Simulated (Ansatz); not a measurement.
**Quasiparticle gap of LiF (Griceite)**

Aim: the quasiparticle gap of LiF (Griceite), starting from HSE06.

Main program and level: Ansatz 0.2.0; HSE06, then G0W0 on it, plane waves, PAW.

### 1. Starting point

It takes space group Fm-3m (No. 225, cubic). The conventional cell has a = 4.028 Å, b = 4.028 Å, c = 4.028 Å, α = 90.00°, β = 90.00°, γ = 90.00°. Nearest to Li lie 6 F at 2.01 Å. Nearest to F lie 6 Li at 2.01 Å. Farther neighbours and most contacts between anions are not listed.

The cell and positions come from the Crystallography Open Database and are kept as given unless a step says otherwise.

The logs state that the PAW files were generated under PBE.

### 2. HSE06 levels on the mesh and at listed points

HSE06 mixes in a quarter of exact exchange at short range.

This step: DFT, HSE06, plane waves, PAW; PAW set soft_1.

Contents of input.yaml:

```yaml
crystal:
  lattice:
    - [0.0, 2.014, 2.014]
    - [2.014, 0.0, 2.014]
    - [2.014, 2.014, 0.0]
  atoms:
    - { symbol: Li, position: [0.0, 0.0, 0.0] }
    - { symbol: F, position: [0.5, 0.5, 0.5] }
kpoints:
  mp_grid: { grid: [6, 6, 6] }
  band_path:
    path:
      - [0.0, 0.0, 0.0]
      - [0.5, 0.0, 0.5]
      - [0.625, 0.25, 0.625]
      - [0.375, 0.375, 0.75]
      - [0.5, 0.5, 0.5]
      - [0.5, 0.25, 0.75]
      - [0.075, 0.075, 0.15]
    npoints: 1
hamiltonian:
  xc: hse06
  pseudopotentials: { kind: paw, azcp: { folder: soft_1 } }
scf:
  occupations: { method: fixed }
  n_extra_bands: 4
output:
  eigenvalues: true
```

The run is started by

```bash
> ansatz run input.yaml --threads 3 --pin off --max-ram 92160MiB --backend cuda --events-out ev --progress --plain --runs-dir out --devices 1 --max-vram 13GiB
```

Numbers of over 12 decimals in the logs are rounded to 6 here.

The program printed:

```text
scf.n_extra_bands = 4 over 5 filled bands (N_el = 10.0): the run solves 9 bands
GPUs: using 1 of 1 available (devices: 1).
Engine: ansatz 0.2.0, x86_64-unknown-linux-gnu
Pseudopotentials: kind: paw
Pseudopotential: Li, paw, valence charge 3, recommended cutoff 420 eV (normal), soft_1/Li.paw.azcp
Pseudopotential: F, paw, valence charge 7, recommended cutoff 420 eV (normal), soft_1/F.paw.azcp
Functional definition: HSE06
  parameter a = 0.25
  parameter omega = 0.11/bohr
  exchange = pbe_x - a*pbe_x_sr(omega) + a*exact_x_sr(omega)
  correlation = pbe_c
davidson cushion auto → on  (no smearing: the cushion is to keep the highest requested band from converging to the state above it; pin scf.eigensolver.cushion to override)
device memory: the entry about to start is reckoned to put 0.3 GiB on a device that reports 58.3 GiB free (of which the cap on the GPU budget leaves the run 13.0 GiB)
GPU FFT provider: cuFFT
GPU libraries: cuBLAS 13.8.2, cuFFT 12.4.0, cuSOLVER 12.3.4
Crystal: 2 atoms, lattice volume = 16.338 Å³
Basis set: ecut = 420 eV, 331 PW (Γ)
Bands: 9, of which v1, the nominal top of the filled ones, is band 5 counted from 1 (4 counted from 0)
Symmetry: 48 space group operations
Space group: Fm-3m (ITA 225), of the structure as read, at distance tolerance 2.5e-5 Å
k-points: 16 of 216
Non-local potential: Li, projectors of the file, l = 0: 3, l = 1: 2, l = 2: 1
Non-local potential: F, projectors of the file, l = 0: 2, l = 1: 2, l = 2: 1
PAW form: soft (Blöchl's): semilocal exchange-correlation on the pseudo side does not see the compensation charge
PAW frozen core: F, regenerated for the run's functional, and the local potential with it (the file was generated under x = pbe(κ = 0.804, μ = 0.219515), c = pbe(β = 0.066725))
PAW one-centre angular grid: Li, 110 points (default); XC on 160 Gauss nodes
PAW one-centre angular grid: F, 110 points (default); XC on 64 Gauss nodes
Initial density: superposition of atomic densities (chi_scale 0.1, normalization cell, long waves kept (reshape's long-wave potential 0.00 eV rms))
Initial wavefunctions: pseudopotential atomic-orbital guess
GPU buffer pool allocated for 8000 grid points (all kernels)
GPU transforms: local potential and band sums: pruned to the plane-wave sphere, on 18×20×20
Functional: x = pbe(κ = 0.804, μ = 0.219515), c = pbe(β = 0.066725), warm-up for x = pbe(κ = 0.804, μ = 0.219515) + 0.25 (exact − pbe) at short range (hse, ω = 0.207870 Å⁻¹), c = pbe(β = 0.066725); HSE06 as pw.x's `hse` composes it (authors' and Libxc's form: `xc: wpbeh`)
SCF iter   1: F=—  HF=-1016.036286 eV  |F-HF|=—  |Δ(HF+E_count)|=         —  Δρ=5.95e-2  dr2=3.06e-1  ethr=1.00e-1  ⟨swp⟩=4.6  Hψ=524  notcnv=0
preconditioner: auto → none  [insulator: Δε(μ)=8.249 eV  Ē_g=21.906 eV  n_scr=0 (ndim 8)  ℏωp=26.0 eV  f_vac=0.000]
SCF iter   2: F=—  HF=-1016.139728 eV  |F-HF|=—  |Δ(HF+E_count)|=   1.03e-1  Δρ=3.25e-2  dr2=8.53e-2  ethr=3.06e-3  ⟨swp⟩=3.2  Hψ=420  notcnv=0
SCF iter   3: F=—  HF=-1016.173186 eV  |F-HF|=—  |Δ(HF+E_count)|=   3.35e-2  Δρ=1.55e-2  dr2=1.86e-2  ethr=8.53e-4  ⟨swp⟩=3.1  Hψ=429  notcnv=0
iter 4 solved again at ethr=1.22e-6 eV; its pass at ethr=1.86e-4 eV (dr2=1.22e-4 eV) is discarded
SCF iter   4: F=-1016.173552 eV  HF=-1016.173429 eV  |F-HF|=1.23e-4  |Δ(HF+E_count)|=   2.43e-4  Δρ=1.39e-3  dr2=1.28e-4  ethr=1.22e-6  ⟨swp⟩=2.9  Hψ=798  notcnv=0
SCF 1 stopped early in 4 iterations: F = -1016.173552 eV  dr2 = 1.28e-4
  greatest PAW one-centre occupation: 1.000 electrons in one spin orbital (limit 2), on the Li atom at site 0 (counted from 0), in its partial waves of l = 0
device memory: the entry about to start is reckoned to put 0.9 GiB on a device that reports 57.0 GiB free (of which the cap on the GPU budget leaves the run 13.0 GiB)
GPU FFT provider: cuFFT
GPU libraries: cuBLAS 13.8.2, cuFFT 12.4.0, cuSOLVER 12.3.4
Initial density: handed on by an earlier stage of this run
Initial wavefunctions: those handed on with the density
GPU buffer pool allocated for 8000 grid points (all kernels)
GPU transforms: local potential and band sums: pruned to the plane-wave sphere, on 18×20×20
Functional: x = pbe(κ = 0.804, μ = 0.219515) + 0.25 (exact − pbe) at short range (hse, ω = 0.207870 Å⁻¹), c = pbe(β = 0.066725); HSE06 as pw.x's `hse` composes it (authors' and Libxc's form: `xc: wpbeh`)
Exchange kernel: α = 0.2500, screened, ω = 0.2079 Å⁻¹, Wigner–Seitz truncation, v(0) = 1034.6939 eV·Å³, q-mesh 6×6×6, nearest image of the exchange supercell L = 17.09 Å, pair-density grid 12×12×12, without the augmentation charges, whose exchange is taken in its separable form by FFT convolution over the k-point mesh (sized by the pseudopotential files, 16×16×16 at the most), smooth part of the exact exchange by density-matrix convolution in up to 699.1 MiB of GPU memory as planned if the GPU has room (build and FFT work areas not counted)
Frozen-core exchange: fock
SCF iter   1: F=—  HF=-1016.120580 eV  |F-HF|=—  |Δ(HF+E_count)|=         —  Δρ=8.37e-3  dr2=1.17e-2  ethr=1.28e-5  ⟨swp⟩=4.2  Hψ=604  notcnv=0
preconditioner: auto → none  [insulator: Δε(μ)=11.450 eV  Ē_g=25.746 eV  n_scr=0 (ndim 8)  ℏωp=26.0 eV  f_vac=0.000]
SCF iter   2: F=—  HF=-1016.117719 eV  |F-HF|=—  |Δ(HF+E_count)|=   2.86e-3  Δρ=3.59e-3  dr2=1.35e-3  ethr=1.28e-5  ⟨swp⟩=3.0  Hψ=469  notcnv=0
SCF iter   3: F=—  HF=-1016.119611 eV  |F-HF|=—  |Δ(HF+E_count)|=   1.89e-3  Δρ=4.48e-4  dr2=2.89e-5  ethr=1.08e-5  ⟨swp⟩=3.0  Hψ=386  notcnv=0
SCF iter   4: F=-1016.119609 eV  HF=-1016.119609 eV  |F-HF|=1.63e-7  |Δ(HF+E_count)|=   2.61e-6  Δρ=6.64e-5  dr2=1.10e-6  ethr=2.82e-7  ⟨swp⟩=3.0  Hψ=430  notcnv=0
SCF 2 stopped early in 4 iterations: F = -1016.119609 eV  dr2 = 1.10e-6
  greatest PAW one-centre occupation: 0.999 electrons in one spin orbital (limit 2), on the Li atom at site 0 (counted from 0), in its partial waves of l = 0
hybrid outer 1: dexx = +2.404e-3 eV, tail = 6.51e-6 eV
GPU FFT provider: cuFFT
GPU libraries: cuBLAS 13.8.2, cuFFT 12.4.0, cuSOLVER 12.3.4
GPU buffer pool allocated for 8000 grid points (all kernels)
GPU transforms: local potential and band sums: pruned to the plane-wave sphere, on 18×20×20
Exchange kernel: α = 0.2500, screened, ω = 0.2079 Å⁻¹, Wigner–Seitz truncation, v(0) = 1034.6939 eV·Å³, q-mesh 6×6×6, nearest image of the exchange supercell L = 17.09 Å, pair-density grid 12×12×12, without the augmentation charges, whose exchange is taken in its separable form by FFT convolution over the k-point mesh (sized by the pseudopotential files, 16×16×16 at the most), smooth part of the exact exchange by density-matrix convolution in up to 699.1 MiB of GPU memory as planned if the GPU has room (build and FFT work areas not counted)
Frozen-core exchange: fock
SCF iter   1: F=—  HF=-1016.119731 eV  |F-HF|=—  |Δ(HF+E_count)|=         —  Δρ=1.14e-4  dr2=4.66e-7  ethr=3.25e-7  ⟨swp⟩=2.9  Hψ=367  notcnv=0
preconditioner: auto → none  [insulator: Δε(μ)=11.400 eV  Ē_g=25.663 eV  n_scr=0 (ndim 8)  ℏωp=26.0 eV  f_vac=0.000]
iter 2 solved again at ethr=1.03e-10 eV; its pass at ethr=4.54e-9 eV (dr2=1.03e-8 eV) is discarded
SCF iter   2: F=-1016.119731 eV  HF=-1016.119731 eV  |F-HF|=8.92e-9  |Δ(HF+E_count)|=   1.31e-7  Δρ=1.71e-5  dr2=2.51e-8  ethr=1.03e-10  ⟨swp⟩=2.9  Hψ=779  notcnv=0
SCF 3 converged in 2 iterations: F = -1016.119731 eV  dr2 = 2.51e-8
hybrid outer 2: dexx = +1.597e-7 eV, tail = 5.53e-8 eV, Δε = 1.79e-3 eV (about 1.83e-4 eV left of the loop's levels)
device memory: the entry about to start is reckoned to put 0.3 GiB on a device that reports 51.5 GiB free (of which the cap on the GPU budget leaves the run 13.0 GiB)
NSCF: frozen V_eff on 7 k-points
hybrid SCF converged: 2 outer / 6 inner (+4 warm-up), last move |dexx| = 1.60e-7 eV, tail = 5.53e-8 eV
Stability not checked: this state was not tested for a lower state beside it, because the functional holds exact exchange (a hybrid, or Hartree-Fock), whose exchange loop this test does not read (fock_operator; see scf.lower_state_search)
Free energy (F): -1016.119731 eV
Frozen-core exchange: fock
Harris-Foulkes:  -1016.119731 eV  (|F-HF|=8.92e-9)
Internal energy: -1016.119731 eV  (E = F + TS)
E sigma→0 (E₀):  -1016.119731 eV
Fermi energy:    -0.757008 eV
--- Per-component energies (eV) ---
  E_band       = -142.844019
  E_kinetic    = 217.912920
  E_local      = -654.796307  (includes V_loc(G=0)·N_el)
  E_nonlocal   = 66.275483
  E_hartree    = 228.504978
  E_xc         = -70.065941
  E_vxc        = -89.154119  (∫ρ·V_xc dr)
  E_exx        = -38.385743  (= α·E_x^exact, valence–valence)
  E_paw        = -208.406261  (= ΣΔE_a)
  E_vpaw       = -63.324051  (= ΣTr[D̂ρ^β])
  E_aug_tail   = 0.001023  (compensation charges beyond the density's cutoff)
  E_ewald      = -557.129686
  E_core_change = -0.030198  (= ΣΔE_core)
  E_smearing   = -0.000000  (= −TS)
  E_closure    = -0.000000  (closes the sum)
  Σ components = -1016.119731   (vs F -1016.119731, Δ=0.00e0)
--- Band table (eV; the first three rows and the last of 16) ---
  k-point 0: bands = ["-43.7007", "-22.3211", "-0.7570", "-0.7570", "-0.7570", "10.6439", "25.9503", "25.9503", "25.9503"]
  k-point 1: bands = ["-43.6859", "-22.2150", "-1.5080", "-0.8209", "-0.8209", "11.3866", "21.2929", "23.5647", "23.5647"]
  k-point 2: bands = ["-43.6562", "-21.9914", "-2.8168", "-0.9433", "-0.9433", "12.2978", "18.8890", "21.4600", "21.4600"]
  k-point 15: bands = ["-43.6245", "-21.6219", "-3.4090", "-2.3818", "-1.6570", "16.6970", "17.1395", "19.2433", "21.3760"]
```

Elapsed: 16 s, on 1 × NVIDIA H100 80GB HBM3 (shared by 6 runs) with 3 threads of AMD EPYC 7R13 (Zen 3), shared host; peak memory 1 GiB; 12 s of CPU time.

Numbers from this step:

- gap: 11.40 eV
- valence top at: Γ
- conduction bottom at: Γ
- least direct gap: 11.40 eV
- exact-exchange fraction: 0.25

Over mesh and listed points the gap is 11.401 eV, direct, at k = Γ.

(Continued in part 2 of 2.)

[Paths, hosts, dates, memory and timing lines, banners, echoed tables and standing remarks are left out of the program output.]

[Logs are printed without paths, hosts, clocks, repeated set-up lines and the standing remarks that a program may print on its own settings, such as how far it seeks lower states.]

[Runs of the session that timed out or met a known fault of the program may be left out.]

[Cells called generated may have been cut or substituted from an entry of the Crystallography Open Database or the Materials Project.]

[Hosts, paths, dates, database ids (printed as entryN), source tags and the programs' standing remarks are cut or masked in the printed files.]

[Where an RPA ε∞ is given, it is that of the G0W0 mesh and is not shown converged in it. Names of k-points follow the symmetry that the program found, which can be lower than the space group named. Band edges on a path are those of the sampled points; other points can move an edge, and change direct to indirect where valleys lie close.]

[Hybrid gaps are those of their k-mesh and are not shown converged in it.]
